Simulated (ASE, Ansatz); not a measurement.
# Random rock-salt (Hf, Nb, Zr, Ti)C solid solution (64 atoms): atom by atom

This is step 2 of a relaxation. Method: Kohn-Sham DFT, revPBE, PAW (set soft_2), plane waves (Ansatz 0.2.0); cutoff 420 eV, k-mesh 2×2×2, fermi-dirac smearing of 0.05 eV.

Extended XYZ; positions in Å, forces in eV/Å:

```xyz
64
Lattice="9.028 0.000 0.000 0.000 9.028 0.000 0.000 0.000 9.028" Properties=species:S:1:pos:R:3:forces:R:3 pbc="T T T"
Ti 9.002 0.015 0.016 0.247 0.193 -0.523
C 2.241 9.026 9.024 0.155 0.143 0.040
Zr 9.014 2.211 2.212 0.350 0.704 0.342
C 2.241 2.217 2.245 0.299 0.070 -0.059
Nb 2.263 0.018 2.244 0.326 -0.058 -0.003
C 0.009 9.010 2.208 -0.081 -0.018 -0.122
Ti 2.271 2.218 8.993 0.010 0.041 -0.108
C 9.027 2.245 9.026 0.013 -0.172 -0.245
Zr 9.013 9.018 4.530 0.324 -0.054 0.525
C 2.281 0.053 4.529 0.145 -0.037 0.150
Hf 0.016 2.259 6.809 0.111 -0.685 -0.105
C 2.303 2.277 6.769 0.094 -0.250 0.117
Nb 2.319 0.012 6.807 -0.393 0.151 0.047
C 0.025 8.993 6.855 -0.205 0.131 0.015
Ti 2.292 2.266 4.536 -0.153 -0.315 0.228
C 0.053 2.220 4.502 -0.206 0.265 0.467
Nb 0.012 4.508 8.997 0.361 -0.340 0.423
C 2.239 4.508 8.963 0.121 -0.174 0.015
Hf 0.036 6.781 2.227 -0.465 -0.288 0.281
C 2.274 6.796 2.211 -0.078 -0.101 0.207
Hf 2.304 4.479 2.248 -0.741 0.115 -0.190
C 9.013 4.505 2.188 0.184 0.102 0.261
Nb 2.256 6.792 8.977 0.674 -0.049 0.428
C 0.028 6.792 9.020 -0.073 0.130 -0.121
Zr 0.014 4.474 4.543 0.124 0.441 -0.514
C 2.315 4.466 4.556 0.103 -0.072 -0.011
Nb 0.018 6.762 6.842 0.074 0.650 -0.949
C 2.295 6.770 6.820 -0.038 -0.102 -0.059
Ti 2.287 4.498 6.761 0.316 -0.310 0.248
C 0.056 4.537 6.819 -0.137 -0.170 -0.146
Zr 2.298 6.760 4.560 -0.641 0.201 0.126
C 9.016 6.750 4.571 0.247 0.169 -0.347
Ti 4.491 0.000 0.022 0.268 0.173 -0.525
C 6.743 0.067 0.007 0.312 -0.194 -0.066
Zr 4.500 2.255 2.244 0.046 -0.400 0.077
C 6.756 2.270 2.235 0.025 -0.205 -0.218
Nb 6.744 0.022 2.252 -0.288 -0.031 -0.270
C 4.493 0.005 2.301 0.125 -0.004 -0.473
Ti 6.759 2.260 0.008 -0.058 -0.588 -0.477
C 4.512 2.178 8.951 -0.124 0.149 0.313
Nb 4.498 0.034 4.596 0.051 -0.114 -0.381
C 6.707 0.007 4.573 0.282 0.003 -0.129
Ti 4.493 2.204 6.762 0.082 0.403 0.380
C 6.715 2.193 6.840 0.208 0.184 -0.131
Ti 6.762 0.012 6.835 -0.336 0.210 -0.165
C 4.536 8.997 6.838 -0.129 0.340 -0.187
Hf 6.739 2.241 4.553 -0.047 0.095 -0.099
C 4.473 2.277 4.551 -0.125 -0.238 0.270
Hf 4.521 4.447 8.968 -0.322 0.662 0.013
C 6.819 4.493 0.005 -0.364 -0.115 -0.124
Zr 4.539 6.772 2.290 -0.328 0.245 -0.805
C 6.812 6.802 2.211 -0.298 -0.192 0.241
Nb 6.780 4.482 2.219 -0.094 0.249 0.309
C 4.554 4.512 2.282 -0.100 -0.037 -0.158
Hf 6.783 6.831 8.963 -0.510 -0.388 1.028
C 4.470 6.801 9.006 0.336 0.083 -0.322
Ti 4.485 4.520 4.518 0.295 -0.530 0.521
C 6.705 4.498 4.465 0.122 -0.012 0.352
Ti 4.524 6.781 6.798 -0.286 0.030 0.050
C 6.795 6.808 6.767 -0.359 0.014 0.266
Hf 6.752 4.491 6.760 -0.359 -0.029 0.085
C 4.471 4.484 6.713 -0.025 0.169 0.116
Zr 6.724 6.779 4.527 0.816 -0.143 0.226
C 4.504 6.786 4.597 0.117 -0.097 -0.135
```

The r.m.s. force component is 0.298 eV/Å; the longest force, 1.21 eV/Å, acts on Hf55. The energy lies 18.0 meV/atom below that of the first step of this run.

[Logs are printed without paths, hosts, clocks, repeated set-up lines and the standing remarks that a program may print on its own settings, such as how far it seeks lower states.]

[Hosts, paths, dates, database ids (printed as entryN), source tags and the programs' standing remarks are cut or masked in the printed files.]
